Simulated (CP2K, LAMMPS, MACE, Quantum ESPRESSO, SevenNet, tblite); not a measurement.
# Bulk modulus two ways: glassy 40SiO2-28Al2O3-16Li2O-16SrO (mol %) (85 atoms), QE, PBE

The cell holds 85 atoms (10 Si, 14 Al, 8 Li, 4 Sr and 49 O). Recipe: 85 atoms (10 Si, 14 Al, 8 Li, 4 Sr, 49 O) placed at random at 3.29 g/cm³, melted at 4000 K for 10 ps at fixed volume with the Morse and Coulomb pair potential with partial charges (Pedone, Malavasi, Menziani, Cormack and Segre, J. Phys. Chem. B 110, 11780 (2006)). Quenched from 4000 K to 300 K at 6 K/ps and fixed volume, held 5 ps, then minimised at fixed cell. Then the atoms were relaxed with SevenNet 0 in the fixed cell.

Calculated with Quantum ESPRESSO 7.5: PBE; plane waves, SSSP efficiency, 60/480 Ry; k-points Γ. The cell is scaled evenly by ±3 % in volume, and SevenNet 0 relaxes the atoms at each volume before the single point.

| volume (Å³/atom) | energy less the middle row's (meV/atom) | pressure (GPa) |
| --- | --- | --- |
| 10.660 | 9.239 | 6.091 |
| 10.990 | 0.000 | 3.085 |
| 11.320 | -3.803 | 0.298 |

**Question.** Find the bulk modulus at the middle volume from the pressures and from the energies, and check the printed pressure against the slope of the energy (1 meV/Å³ = 0.16022 GPa).

Worked:

The step is h = 0.3297 Å³. From pressures: B = −V dP/dV = 10.990 × (6.091 − (0.298)) / (2 × 0.3297) = 96.5 GPa.

From energies: B = V d²E/dV² = 10.990 × (9.239 + (-3.803)) / 0.3297² = 549.6 meV/Å³ = 88.1 GPa.

Slope: P = −dE/dV = −(-3.803 − (9.239)) / (2 × 0.3297) = 19.8 meV/Å³ = 3.17 GPa, against 3.09 GPa printed.

The two moduli agree within 9 %.

A central difference over ±3 % overstates P by about B(1 + B′)(0.03)²/6, some 0.07 GPa for B′ = 4. The atoms follow SevenNet 0, so this level's forces do work along the path, which enters the energies but not the printed pressures.

Limits: three points, a static cell at zero temperature, the cell shape held; the modulus is that at 3.1 GPa, not at zero pressure.

[Hosts, paths, dates, database ids (printed as entryN), source tags and the programs' standing remarks are cut or masked in the printed files.]
